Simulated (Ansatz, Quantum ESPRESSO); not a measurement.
# Tb3Al (Pm-3m): zone-centre phonons, part 3 of 3

Aim: the zone-centre modes of Tb3Al (Pm-3m).

Quantum ESPRESSO 7.5; DFT PBEsol, scalar-relativistic, plane waves, PseudoDojo norm-conserving, 4f in core pseudopotentials.

So far, lowest optical zone-centre mode (cm⁻¹): step 6 (modes with the sum rule) 83.0; step 8 (ASR crystal) 82.9.

**9. The same in Ansatz**

A second program on the same cell, potentials, cutoff and meshes tests the implementation of the phonon response, not its convergence. Its k mesh is centred on Γ.

This step: DFT PBEsol, scalar-relativistic, plane waves, norm-conserving pseudopotentials, 4f in core (Ansatz 0.2.0).

The input, input.yaml:

```yaml
crystal:
  lattice:
    - [4.6782907037, 0.0, 0.0]
    - [0.0, 4.6782907037, 0.0]
    - [0.0, 0.0, 4.6782907037]
  atoms:
    - { symbol: Tb, position: [0.0, 0.5, 0.5] }
    - { symbol: Tb, position: [0.5, 0.5, 0.0] }
    - { symbol: Tb, position: [0.5, 0.0, 0.5] }
    - { symbol: Al, position: [0.0, 0.0, 0.0] }
kpoints:
  mp_grid: { grid: [6, 6, 6] }
hamiltonian:
  xc: pbesol
  pseudopotentials:
    kind: nc
    azcp: { Tb: "pseudopotentials/pbe/nc/lanthanide_3plus/Tb.nc.azcp" }
    accuracy: standard
scf:
  occupations: { method: cold, width: 0.27211 }
output:
  eigenvalues: true
basis:
  ecutwfc: 571.439
phonons:
  method: dfpt
```

Started as:

```console
> ansatz run input.yaml --threads 4 --pin off --max-ram 8192MiB --backend cpu --events-out ev --progress --plain --runs-dir out
```

Numbers of over 12 decimals in the logs are rounded to 6 here.

Output:

```text
Warning: basis.ecutwfc = 571.439 eV is below the records' recommended 680.284656 eV, and the density's cutoff is lower with it unless basis.ecutrho_ratio is high enough to keep the records' density cutoff: compare with a run at a higher cutoff
Warning: <dir> the record states the generating functional pbe (its physics header spells it `PBE`), which answers neither for hamiltonian.xc's functional nor for the pbesol family's — results may be inconsistent (PPs are generated against a specific XC)
zone centre: on kpoints.mp_grid the ground state, and the responses unless they are solved on pairs of k-points, stand on 64 of the mesh's 216 k-points, reduced under 8 symmetry operations, with k and −k counted as one. Each operation leaves every solved displacement unchanged or reverses it
Engine: ansatz 0.2.0, aarch64-unknown-linux-gnu
Pseudopotentials: kind: nc
Pseudopotential: Tb, nc, valence charge 11, recommended cutoff 680.284656 eV (normal), <dir>
Pseudopotential: Al, nc, valence charge 3, recommended cutoff 544.227725 eV (normal), Al.nc.azcp (PseudoDojo's, or run here from an input of PseudoDojo's; its table is named by hamiltonian.pseudopotentials.accuracy)
Functional definition: PBEsol
  exchange = pbesol_x
  correlation = pbesol_c
Crystal: 4 atoms, lattice volume = 102.391 Å³
Basis set: ecut = 571.439 eV, 3191 PW (Γ), exchange–correlation on 80×80×80 points (8 copies of the dense FFT grid, shifted against one another)
Bands: 22, of which v1, the nominal top of the filled ones, is band 18 counted from 1 (17 counted from 0)
Symmetry: 48 space group operations
k-points: 64 of 216 (irreducible under 8 space group operations)
Non-local potential: Tb, projectors of the file, l = 0: 2, l = 1: 2, l = 2: 2, l = 3: 1
Non-local potential: Al, projectors of the file, l = 0: 2, l = 1: 2, l = 2: 2
Initial density: superposition of atomic densities (chi_scale 0.1, normalization cell)
Initial wavefunctions: pseudopotential atomic-orbital guess
Functional: x = pbesol(κ = 0.804, μ = 0.123457), c = pbesol(β = 0.046)
SCF iter   1: F=—  HF=-3537.596436 eV  |F-HF|=—  |Δ(HF+E_count)|=         —  Δρ=1.74e-2  dr2=3.92e-1  ethr=3.10e-3  ⟨swp⟩=5.6  Hψ=13531  notcnv=0
automatic band count: the SCF goes on with 26 bands, as 22 were too few: they end inside the smearing window of the response
preconditioner: auto → Kerker (q_TF=auto, 2.292 Å⁻¹)  [metal: Δε(μ)=0.017 eV  Ē_g=4.145 eV  σ=0.272 eV  W_gap=0.04  n_scr=18 (ndim 8)  ℏωp=12.7 eV  f_vac=0.000  D(μ)=5.58/eV (n_scr^D=56)]
SCF iter   2: F=—  HF=-3537.501270 eV  |F-HF|=—  |Δ(HF+E_count)|=   9.52e-2  S|Δr|=    0.00e0  Δρ=1.07e-2  dr2=1.59e-1  ethr=1.09e-3  ⟨swp⟩=1.1  Hψ=2183  notcnv=0
SCF iter   3: F=—  HF=-3537.445227 eV  |F-HF|=—  |Δ(HF+E_count)|=   5.60e-2  S|Δr|=    0.00e0  Δρ=1.69e-3  dr2=2.74e-3  ethr=4.41e-4  ⟨swp⟩=2.1  Hψ=2540  notcnv=0
SCF iter   4: F=—  HF=-3537.444376 eV  |F-HF|=—  |Δ(HF+E_count)|=   8.50e-4  S|Δr|=    0.00e0  Δρ=3.99e-4  dr2=1.91e-4  ethr=7.60e-6  ⟨swp⟩=2.2  Hψ=2715  notcnv=0
SCF iter   5: F=—  HF=-3537.444303 eV  |F-HF|=—  |Δ(HF+E_count)|=   7.30e-5  S|Δr|=    0.00e0  Δρ=6.62e-5  dr2=4.90e-6  ethr=5.30e-7  ⟨swp⟩=2.1  Hψ=2550  notcnv=0
SCF iter   6: F=—  HF=-3537.444301 eV  |F-HF|=—  |Δ(HF+E_count)|=   2.14e-6  S|Δr|=    0.00e0  Δρ=1.00e-5  dr2=1.31e-7  ethr=1.36e-8  ⟨swp⟩=2.1  Hψ=2276  notcnv=0
SCF iter   7: F=—  HF=-3537.444302 eV  |F-HF|=—  |Δ(HF+E_count)|=   1.03e-6  S|Δr|=    0.00e0  Δρ=1.55e-6  dr2=1.48e-9  ethr=3.63e-10  ⟨swp⟩=2.3  Hψ=2546  notcnv=0  defer=24
SCF iter   8: F=—  HF=-3537.444302 eV  |F-HF|=—  |Δ(HF+E_count)|=  1.12e-10  S|Δr|=    0.00e0  Δρ=3.26e-7  dr2=7.15e-11  ethr=4.11e-12  ⟨swp⟩=2.5  Hψ=2754  notcnv=0  defer=24
SCF iter   9: F=-3537.444302 eV  HF=-3537.444302 eV  |F-HF|=1.82e-12  |Δ(HF+E_count)|=  1.27e-11  S|Δr|=    0.00e0  Δρ=3.86e-8  dr2=2.05e-12  ethr=1.00e-12  ⟨swp⟩=13.3  Hψ=9380  notcnv=0
SCF 1 converged in 9 iterations: F = -3537.444302 eV  dr2 = 2.05e-12
DFPT response loops at Γ: preconditioner auto → Kerker (q_TF=auto, 2.292 Å⁻¹) (partly filled bands, converged f_vac=0.000); β = 1.00, the filter's whole step (`scf.mixing.beta` (0.50) is not read by the response loops under this deck's `scf.mixing.preconditioner`; to damp them name `kerker` or `kerker_dos`, under which they read `scf.mixing.beta`, and type it under 1.00, their step now; both keys bind the ground state too); Broyden in place of MSR1
SCF converged after 9 iterations
Stability not checked: this state was not tested for a lower state beside it, because cold or Methfessel-Paxton smearing, or corrected tetrahedra, fill the levels in a way that the test cannot read (fill_not_monotonic; see scf.lower_state_search)
Free energy (F): -3537.444302 eV
Harris-Foulkes:  -3537.444302 eV  (|F-HF|=1.82e-12)
Internal energy: -3537.408038 eV  (E = F + TS)
E sigma→0 (E₀):  -3537.432214 eV
Entropy (-TS):   -0.036265 eV (-9.066 meV/atom)
Fermi energy:    10.794242 eV
--- Per-component energies (eV) ---
  E_band       = -304.616114
  E_kinetic    = 868.433708
  E_local      = -1655.643789  (includes V_loc(G=0)·N_el)
  E_nonlocal   = 105.790839
  E_hartree    = 499.572327
  E_xc         = -902.841735
  E_vxc        = -622.341527  (∫ρ·V_xc dr)
  E_ewald      = -2452.719387
  E_smearing   = -0.036265  (= −TS)
  E_closure    = 0.000000  (closes the sum)
  Σ components = -3537.444302   (vs F -3537.444302, Δ=0.00e0)
--- Band table (eV; the first three rows and the last of 64) ---
  k-point 0: bands = [... 14 lower, 9.5240, 9.5240, 10.0088, 10.0088, 10.0088, 12.0832, 12.0832, 12.0832, ... 4 higher]
  k-point 1: bands = [... 14 lower, 9.2127, 9.8329, 10.0534, 10.0534, 10.1279, 11.9643, 11.9643, 11.9857, ... 4 higher]
  k-point 2: bands = [... 14 lower, 8.8995, 10.0694, 10.0694, 10.4246, 10.6485, 12.0948, 12.0948, 12.3289, ... 4 higher]
  k-point 63: bands = [... 14 lower, 9.0332, 9.0332, 10.6673, 10.6673, 10.6673, 12.6383, 12.6383, 12.6383, ... 4 higher]
--- Phonons (Γ-DFPT): 3 representative perturbations + reference, on 64 of 216 k-points (Σ response iterations 9) ---
  k mesh reduced under 8 symmetry operations, with k and −k counted as one. Each operation leaves every solved displacement unchanged or reverses it
  ASR residual: 4.654e-5 → 0.000e0 eV/Å²; symmetrization residual: 7.606e-6 eV/Å²
  ASR residual per site (eV/Å²): 4.03e-5 4.03e-5 4.03e-5 4.65e-5
  Γ frequencies (cm⁻¹): 0.00 0.00 0.00 83.01 83.01 83.01 139.08 139.08 139.08 188.86 188.86 188.86
  non-analytic LO–TO correction: not included (Born effective charges unavailable; polar crystals: no LO–TO splitting at Γ)
```

The job ended after 19 s (4 threads of Arm Neoverse V2, shared host; peak memory 1.1 GiB).

Numbers from this step:

```
sum-rule residual before enforcement             : 4.65e-5 eV/Å²
highest optical zone-centre mode (no LO-TO term) : 188.9 cm⁻¹
lowest optical zone-centre mode                  : 83.01 cm⁻¹
```

**10. The two compared: QE PseudoDojo and Ansatz, PseudoDojo**

Worked out from the results:

```
root-mean-square difference : 0.2 cm⁻¹
largest difference          : 0.35 cm⁻¹
```

Frequencies side by side, by row:

| q (reciprocal lattice) | mode | QE PseudoDojo (cm⁻¹) | Ansatz, PseudoDojo (cm⁻¹) |
| --- | --- | --- | --- |
| 0 0 0 | 1 | 0 | 0 |
| 0 0 0 | 2 | 0 | 0 |
| 0 0 0 | 3 | 0 | 0 |
| 0 0 0 | 4 | 83.04 | 83.01 |
| 0 0 0 | 5 | 83.04 | 83.01 |
| 0 0 0 | 6 | 83.04 | 83.01 |
| 0 0 0 | 7 | 139.4 | 139.1 |
| 0 0 0 | 8 | 139.4 | 139.1 |
| 0 0 0 | 9 | 139.4 | 139.1 |
| 0 0 0 | 10 | 188.9 | 188.9 |
| 0 0 0 | 11 | 188.9 | 188.9 |
| 0 0 0 | 12 | 188.9 | 188.9 |

At the zone centre the largest difference (acoustic modes at Γ apart) is 0.2 % of the highest mode.

**11. Summary of results**

```json
{"space group after relaxation": "Pm-3m", "volume per atom": "25.6 Å³", "highest optical zone-centre mode (no LO-TO term)": "188.9 cm⁻¹", "lowest optical zone-centre mode": "83.0 cm⁻¹", "imaginary optical modes at the zone centre (no q mesh in this session)": "none", "largest difference from Ansatz, PseudoDojo": "0.35 cm⁻¹"}
```

In words: At the PBEsol level the optical modes of Tb3Al (Pm-3m) at the zone centre run from 83 to 189 cm⁻¹. Of the 9 optical modes, 3 are silent and 6 are infrared active alone. QE PseudoDojo and Ansatz, PseudoDojo agree to 0.35 cm⁻¹ (0.2 % of the highest mode compared) on all solved modes but the acoustic ones at Γ, without the LO-TO term. These are harmonic frequencies at zero temperature: anharmonic shifts and linewidths and thermal expansion are left out. Spin-orbit coupling is left out, which can matter for the heavy elements here. In a metal the frequencies hang on the k mesh and the smearing, most of all near Kohn anomalies. The 4f electrons are frozen in the core as for a trivalent ion, in files made for PBE, so their moments and any magnetic order are left out. The relaxation ran at 42 Ry, under the 50 Ry recommended for these files; the stress of so short a basis can leave the cell about one per cent too small. Ansatz warns that the cutoff lies 16 % under the one recommended for these files; agreement at one cutoff is not convergence. The structure comes from a database and need not be the phase that is stable at ambient conditions.

[Host names and launcher messages were left out of these logs when they were recorded.]

[Logs are printed without paths, hosts, clocks, repeated set-up lines and the standing remarks that a program may print on its own settings, such as how far it seeks lower states.]

[Hosts, paths, dates, database ids (printed as entryN), source tags and the programs' standing remarks are cut or masked in the printed files.]
